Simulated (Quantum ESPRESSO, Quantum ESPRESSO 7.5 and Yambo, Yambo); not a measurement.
# Gap slopes of WS2 (Tungstenite) from G0W0 (hydrostatic strain)

Does PBE give the same change of gap under hydrostatic strain as G0W0? The case is WS2 (Tungstenite).

Program: Quantum ESPRESSO 7.5 and Yambo 5.3.0. Level of theory: PBE and many-body steps on it, plane waves. Results are calculated unless marked as measured.

## Step 1: Starting point

The structure is hexagonal, space group P6_3/mmc (No. 194). The conventional cell has a = 3.153 Å, b = 3.153 Å, c = 12.323 Å, α = 90.00°, β = 90.00°, γ = 120.00°. Nearest to W lie 6 S at 2.40 Å. Nearest to S lie 3 W at 2.40 Å. Farther neighbours and most contacts between anions are not listed.

The cell and positions come from the Crystallography Open Database and are kept as given unless a step says otherwise. Spin-orbit coupling is left out unless a step names it.

## Step 2: Ground state

This step: Quantum ESPRESSO 7.5; DFT, PBE, plane waves, norm-conserving pseudopotentials.

The ground-state density comes first.

Contents of pw.in:

```
&control
  calculation = 'scf'
  prefix = 'x'
  outdir = 'o'
  pseudo_dir = 'pseudo'
/
&system
  ibrav = 0
  nat = 6
  ntyp = 2
  ecutwfc = 62.0
  nbnd = 33
  force_symmorphic = .true.
/
&electrons
  conv_thr = 1e-10
  electron_maxstep = 80
  mixing_beta = 0.5
/
ATOMIC_SPECIES
  W 183.84 W.upf
  S 32.06 S.upf
CELL_PARAMETERS angstrom
  3.1532000000 0.0000000000 0.0000000000
  -1.5766000000 2.7307513032 0.0000000000
  0.0000000000 0.0000000000 12.3230000000
ATOMIC_POSITIONS crystal
  W 0.3333333333 0.6666666667 0.2500000000
  W 0.6666666667 0.3333333333 0.7500000000
  S 0.3333333333 0.6666666667 0.6225000000
  S 0.6666666667 0.3333333333 0.1225000000
  S 0.3333333333 0.6666666667 0.8775000000
  S 0.6666666667 0.3333333333 0.3775000000
K_POINTS automatic
  6 6 2 0 0 0
```

Started as:

```
> OMP_NUM_THREADS=1 mpirun -n 4 pw.x -nk 4 -in pw.in > pw.out
```

Output:

```text
Program PWSCF v.7.5 starts

     This program is part of the open-source Quantum ESPRESSO suite
     for quantum simulation of materials; please cite
         "P. Giannozzi et al., J. Phys.:Condens. Matter 21 395502 (2009);
         "P. Giannozzi et al., J. Phys.:Condens. Matter 29 465901 (2017);
         "P. Giannozzi et al., J. Chem. Phys. 152 154105 (2020);
     in publications or presentations arising from this work. More details at
     Message from routine setup:
[...]
The total energy is the sum of the following terms:
     one-electron contribution =    -161.87066472 Ry
     hartree contribution      =     102.40859182 Ry
     xc contribution           =     -91.90688186 Ry
     ewald contribution        =    -240.69078385 Ry

     convergence has been achieved in  12 iterations

     XML data file, charge density, pseudopotentials, collected wavefunctions

=------------------------------------------------------------------------------=
   JOB DONE.
=------------------------------------------------------------------------------=
[key lines of the parts left out:]
!    total energy              =    -392.05973860 Ry
```

Run time: 19 s. Hardware: 4 MPI ranks of Arm Neoverse V1, shared host; peak memory 0.39 GiB.

This step gave:

- total energy: -5334.2445 eV
- gap: 0.9806 eV
- k of the valence top: 0, 0, 0
- k of the conduction bottom: 0.1667, 0.1667, 0
- least direct gap: 1.837 eV

The gap is indirect, with the least direct gap 0.86 eV higher.

## Step 3: Empty states on the mesh, 6×6×2 mesh, 182 bands

The sums over transitions need many empty states on a uniform mesh; this step solves for them.

pw.in, as its differences from that of step 2:

```diff
@@ -1,3 +1,3 @@
 &control
-  calculation = 'scf'
+  calculation = 'nscf'
   prefix = 'x'
@@ -11,3 +11,3 @@
   ecutwfc = 62.0
-  nbnd = 33
+  nbnd = 182
   force_symmorphic = .true.
@@ -15,5 +15,6 @@
 &electrons
-  conv_thr = 1e-10
+  conv_thr = 1e-9
   electron_maxstep = 80
-  mixing_beta = 0.5
+  diago_full_acc = .true.
+  diago_thr_init = 5e-6
 /
```

Output:

```text
[banner, memory and clock lines left out]
Program PWSCF v.7.5 starts

     Atomic positions and unit cell read from directory:
     o/x.save/

     Message from routine setup:
     using ibrav=0 with symmetry is DISCOURAGED, use correct ibrav instead

     G-vector sticks info

     bravais-lattice index     =            0
     lattice parameter (alat)  =       5.9587  a.u.
     unit-cell volume          =     716.0556 (a.u.)^3
     number of atoms/cell      =            6
     number of atomic types    =            2
     number of electrons       =        52.00
[...]
[... 11 further rows ...]
[...]
74.1219  74.1219  74.8015  74.8015  74.8016  74.8018

          k = 0.0000 0.1925 0.0000 (  5929 PWs)   bands (ev):

[...]
36.0390  36.1003  36.2642  36.6813  39.0123  39.4205  39.5851  40.0290
     [... 11 further rows ...]
    71.3191  71.7348  71.8596  71.9423  72.2341  73.3383  73.4273  73.4770
    73.7454  73.9494  73.9603  74.5590  74.9284  74.9589

          k = 0.0000 0.1925-0.1279 (  5944 PWs)   bands (ev):

     [... further k-points ...]

     highest occupied, lowest unoccupied level (ev):    11.7694   12.7500

     XML data file, pseudopotentials, collected wavefunctions
```

Elapsed: 51 s, on 4 MPI ranks; peak memory 0.61 GiB; 3.4 min of CPU time.

Numbers from this step:

```
gap                                                           : 0.9806 eV
k of the valence top                                          : 0, 0, 0
k of the conduction bottom                                    : 0.1667, 0.1667, 0
least direct gap                                              : 1.837 eV
k points computed                                             : 14
lowest point of the top converged band, above the valence top : 62.5662 eV
```

On this mesh the gap is 0.981 eV.

## Step 4: Conversion and set-up

This step: Yambo 5.3.0; conversion and set-up on PBE, plane waves, norm-conserving pseudopotentials.

The states are converted to the many-body program's format and the q mesh is built.

Started as:

```
> (cd o/x.save; p2y > p2y.log; mv SAVE ../..); yambo > setup.log
```

Output:

```text
 Yambo, version 5.3.0

 [02] CORE Variables Setup
 =========================

  [02.01] Unit cells
  ==================

  Cell kind             :  HCP
  Atoms in the cell     :  W  S
  number of W  atoms    :  2
  number of S  atoms    :   4

  List of atomic masses
  Mass of W     :  183.8400
  Mass of S     :  32.06000

  List of atomic coordinates    : [cc]
  W1       : -0.29793E-09   3.4402       5.8218      order 1
  W2       :   2.97934   1.72012  17.46532  order 2
  S1       : -0.29793E-09   3.4402       14.496      order 3
[...]
Q [ 1]         [rlu]:  0.000000  0.000000  0.000000
 Q [ 2]         [rlu]:  0.000000  0.000000 -0.500000
 Q [ 3]         [rlu]:  0.15111E-17  0.16667       0.0000
[...]
Q [ 8]         [rlu]: -0.45334E-17 -0.50000     -0.50000
 Q [ 9]         [rlu]:  0.166667  0.166667  0.000000
 Q [10]         [rlu]:  0.166667  0.166667 -0.500000
 Q [11]         [rlu]:  0.166667  0.333333  0.000000
 Q [12]         [rlu]:  0.166667  0.333333 -0.500000
 Q [13]         [rlu]:  0.333333  0.333333  0.000000
 Q [14]         [rlu]:  0.333333  0.333333 -0.500000

  [03.01] X indexes
  =================

   [03.01.01] Sigma indexes
   ========================

 [06] Game Over & Game summary
```

The job ended after 2.8 s (1 MPI rank; peak memory 0.25 GiB).

## Step 5: G0W0, strain +0 %

G0W0 replaces the xc potential by the self-energy, built once from these orbitals. Only a window of levels is corrected, while the sums run over the empty bands that the input names.

This step: G0W0 on PBE, plane waves, norm-conserving pseudopotentials.

Contents of gw1.in:

```
HF_and_locXC
gw0
dyson
ppa
em1d
rim_cut
RandQpts= 1000000
RandGvec= 1 RL
EXXRLvcs= 62 Ry
VXCRLvcs= 248 Ry
Chimod= "HARTREE"
% BndsRnXp
 1 | 182 |
%
NGsBlkXp= 10 Ry
% LongDrXp
 1 | 1 | 1 |
%
% GbndRnge
 1 | 182 |
%
DysSolver= "n"
ExtendOut
PPAPntXp= 27.21138 eV
% QPkrange
 1 | 1 | 25 | 28 |
 9 | 9 | 25 | 28 |
 13 | 13 | 25 | 28 |
%
```

Started as:

```
> OMP_NUM_THREADS=2 mpirun -n 2 yambo -F gw1.in -J gw1 -C gw1 > gw1.log
```

Output:

```text
 Yambo, version 5.3.0

 [02] CORE Variables Setup
 =========================

  [... cell, symmetries and grids as in the set-up ...]

  [02.05] Energies & Occupations
  ==============================

  [X] === General ===
  [X] Electronic Temperature                        :  0.000000  0.000000 [eV K]
  [X] Bosonic    Temperature                        :  0.000000  0.000000 [eV K]
  [X] Finite Temperature mode                       : no
  [X] El. density                                   :  0.49006E+24 [cm-3]
  [X] Fermi Level                                   :  11.76936 [eV]

  [X] === Gaps and Widths ===
  [X] Conduction Band Min                           :  0.980636 [eV]
  [X] Valence Band Max                              :  0.000000 [eV]
  [X] Filled Bands                                  :  26
  [X] Empty Bands                                   :   27  182
  [X] Direct Gap                                    :  1.836910 [eV]
  [X] Direct Gap localized at k                     :  13
  [X] Indirect Gap                                  :  0.980636 [eV]
  [X] Indirect Gap between kpts                     :   1   9
  [X] Last valence band width                       :  1.836537 [eV]
  [X] 1st conduction band width                     :  1.369811 [eV]

 [03] Transferred momenta grid and indexing
 ==========================================

 IBZ Q-points                                      :  14
 BZ  Q-points                                      :   72

 K/Q-points units:
 rlu = crystal or reduced units; cc = cartesian coordinates; iku = interal k-units

 Q [ 1]         [rlu]:  0.000000  0.000000  0.000000
 Q [ 2]         [rlu]:  0.000000  0.000000 -0.500000
 Q [ 3]         [rlu]:  0.15111E-17  0.16667       0.0000
[...]
Q [ 8]         [rlu]: -0.45334E-17 -0.50000     -0.50000
 Q [ 9]         [rlu]:  0.166667  0.166667  0.000000
 Q [10]         [rlu]:  0.166667  0.166667 -0.500000
 Q [11]         [rlu]:  0.166667  0.333333  0.000000
 Q [12]         [rlu]:  0.166667  0.333333 -0.500000
 Q [13]         [rlu]:  0.333333  0.333333  0.000000
 Q [14]         [rlu]:  0.333333  0.333333 -0.500000

 [04] Coloumb potential Random Integration (RIM)
 ===============================================

  [04.01] RIM initialization
  ==========================

  * Diagonal components only detected *

  8 x (sBL volume)        :  0.038490 [a.u.]
  sBZ random points       :  1000000
  Points outside the sBZ  :   7994252
  RL volume               :  0.346412 [a.u.]
  Integrated volume       :  0.346661 [a.u.]

  [04.02] RIM integrals
  =====================

  Gamma point sphere radius             :  0.061245 [a.u.]
  Points outside the sphere             :   799469
  [Int_sBZ(q=0) 1/q^2]*(Vol_sBZ)^(-1/3) =:  7.611437
                                 should be <:  7.795600

  Summary of Coulomb integrals for non-metallic bands |Q|[au] RIM/Bare

[...]
X Drude frequency                                :  0.000000  0.000000
  X poles                                          :  100.0000 [o/o]
  RL vectors in the sum                            :   7665
  [r,Vnl] included                                 : yes
  Field direction                                  :  0.577350E-5  0.577350E-5  0.577350E-5
  BZ energy Double Grid                            : no
  BZ energy DbGd points                            : 0
  BZ Q point size factor                           : -1.000000
  X Optical Averaged directions                    : none

 [07] Local Exchange-Correlation + Non-Local Fock
 ================================================

 [VXC] Plane waves :   47139
 [EXS] Plane waves :   5909

 QP @ state[ 1 ] K range:  1  1
 QP @ state[ 1 ] b range:  25  28
 QP @ state[ 2 ] K range:   9   9
 QP @ state[ 2 ] b range:  25  28
 QP @ state[ 3 ] K range:  13  13
 QP @ state[ 3 ] b range:  25  28

 [xc] Functional : Perdew, Burke & Ernzerhof(X)+Perdew, Burke & Ernzerhof(C)
 [xc] LIBXC used to calculate xc functional
  PP Number of Atomic Species                      :  2
  NLCC RL compoments                               :   47139
  PP Number of Atomic Species                      :  2
  NLCC RL compoments                               :   47139

 [xc] E_xc :  -24.47028 [Ha]
      E_xc :  -48.94056 [Ry]

  Local XC kind (lXC) : Perdew, Burke & Ernzerhof(X)+Perdew, Burke & Ernzerhof(C)
  Non-Local XC kind (nlXC) : Hartree-Fock

  Corrections @ K [1] :  [eV]
 <25|nlXC|25> = -15.44323  0.58247E-17 <25|lXC|25> = -14.46051  0.37763E-15
 <26|nlXC|26> = -15.97987 -0.15566E-16 <26|lXC|26> = -15.59007  0.18882E-15
 <27|nlXC|27> = -10.57749 -0.32296E-17 <27|lXC|27> = -15.22415 -0.94408E-16
[...]
Corrections @ K [9] :  [eV]
[...]
Corrections @ K [13] :  [eV]
[...]
<27|nlXC|27> = -12.00200  0.35375E-17 <27|lXC|27> = -16.36582  0.18882E-15
 <28|nlXC|28> = -12.00200 -0.27939E-17 <28|lXC|28> = -16.36582  0.000000

 [08] Dyson equation: Newton solver
 ==================================

  [08.01] G0W0 (W PPA)
  ====================

  [  GW  ] Bands range     :    1  182
  [GW/PPA] G damping       :  0.100000 [eV]

  QP @ state[ 1 ] K range:  1  1
  QP @ state[ 1 ] b range:  25  28
  QP @ state[ 2 ] K range:   9   9
  QP @ state[ 2 ] b range:  25  28
  QP @ state[ 3 ] K range:  13  13
  QP @ state[ 3 ] b range:  25  28

   Sc/G bands                                       :    1  182
   Sc/G damping                                     :  0.100000 ev
   Sc bands terminator                              : no
   Sx RL components                                 :   5909

   QP @ state[ 1 ] K range                          :  1  1
   QP @ state[ 1 ] b range                          :  25  28
   QP @ state[ 2 ] K range                          :   9   9
   QP @ state[ 2 ] b range                          :  25  28
   QP @ state[ 3 ] K range                          :  13  13
   QP @ state[ 3 ] b range                          :  25  28
   GF energies kind                                 : Perdew, Burke & Ernzerhof(X)+Perdew, Burke & Ernzerhof(C)
   GF WF`s kind                                     : Perdew, Burke & Ernzerhof(X)+Perdew, Burke & Ernzerhof(C)
   Xs energies kind                                 : Perdew, Burke & Ernzerhof(X)+Perdew, Burke & Ernzerhof(C)
   Xs WF`s kind                                     : Perdew, Burke & Ernzerhof(X)+Perdew, Burke & Ernzerhof(C)

 [11] Game Over & Game summary
```

Elapsed: 15 min, on 2 MPI ranks; peak memory 1.5 GiB; 52 min of CPU time.

Numbers from this step:

* G0W0 gap on the points computed: 1.351 eV
* starting gap on the mesh: 0.9806 eV
* k of the valence top: 0, 0, 0
* k of the conduction bottom: 0.1667, 0.1667, 0
* least direct G0W0 gap on the computed points: 2.491 eV
* Z at the valence top: 0.7911
* Z at the conduction bottom: 0.8000

The gap on the mesh goes from 0.98 eV to 1.35 eV, a correction of +0.37 eV.

## Step 6: G0W0, strain -1 %

The cell differs from the one that the last finished run ended in (a 3.153 → 3.122 Å, b 3.153 → 3.122 Å, c 12.323 → 12.200 Å).

gw2.in, as its differences from gw1.in of step 5:

```diff
@@ -14,3 +14,3 @@
 %
-NGsBlkXp= 10 Ry
+NGsBlkXp= 353 RL
 % LongDrXp
```

Started as:

```
> OMP_NUM_THREADS=2 mpirun -n 2 yambo -F gw2.in -J gw2 -C gw2 > gw2.log
```

Output:

```text
 Yambo, version 5.3.0

 [02] CORE Variables Setup
 =========================

  [... cell, symmetries and grids as in the set-up ...]

  [02.05] Energies & Occupations
  ==============================

  [X] === General ===
  [X] Electronic Temperature                        :  0.000000  0.000000 [eV K]
  [X] Bosonic    Temperature                        :  0.000000  0.000000 [eV K]
  [X] Finite Temperature mode                       : no
  [X] El. density                                   :  0.50507E+24 [cm-3]
[...]
QP @ state[ 2 ] b range                          :  25  28
   QP @ state[ 3 ] K range                          :  13  13
   QP @ state[ 3 ] b range                          :  25  28
   GF energies kind                                 : Perdew, Burke & Ernzerhof(X)+Perdew, Burke & Ernzerhof(C)
   GF WF`s kind                                     : Perdew, Burke & Ernzerhof(X)+Perdew, Burke & Ernzerhof(C)
   Xs energies kind                                 : Perdew, Burke & Ernzerhof(X)+Perdew, Burke & Ernzerhof(C)
   Xs WF`s kind                                     : Perdew, Burke & Ernzerhof(X)+Perdew, Burke & Ernzerhof(C)

 [11] Game Over & Game summary
```

The job ended after 15 min (2 MPI ranks; peak memory 1.5 GiB).

Numbers from this step:

- G0W0 gap on the points computed: 1.320 eV
- starting gap on the mesh: 0.9491 eV
- k of the valence top: 0, 0, 0
- k of the conduction bottom: 0.1667, 0.1667, 0
- least direct G0W0 gap on the computed points: 2.565 eV

The gap on the mesh goes from 0.95 eV to 1.32 eV, a correction of +0.37 eV.

Ground state, empty states and screening of this cell were made anew, as for the first cell; those steps are not shown. 

[end of part 1 of 2]

[Paths, hosts, dates, memory and timing lines, banners, echoed tables and standing remarks are left out of the program output.]

[Logs are printed without paths, hosts, clocks, repeated set-up lines and the standing remarks that a program may print on its own settings, such as how far it seeks lower states.]

[Runs of the session that timed out or met a known fault of the program may be left out.]

[Hosts, paths, dates, database ids (printed as entryN), source tags and the programs' standing remarks are cut or masked in the printed files.]
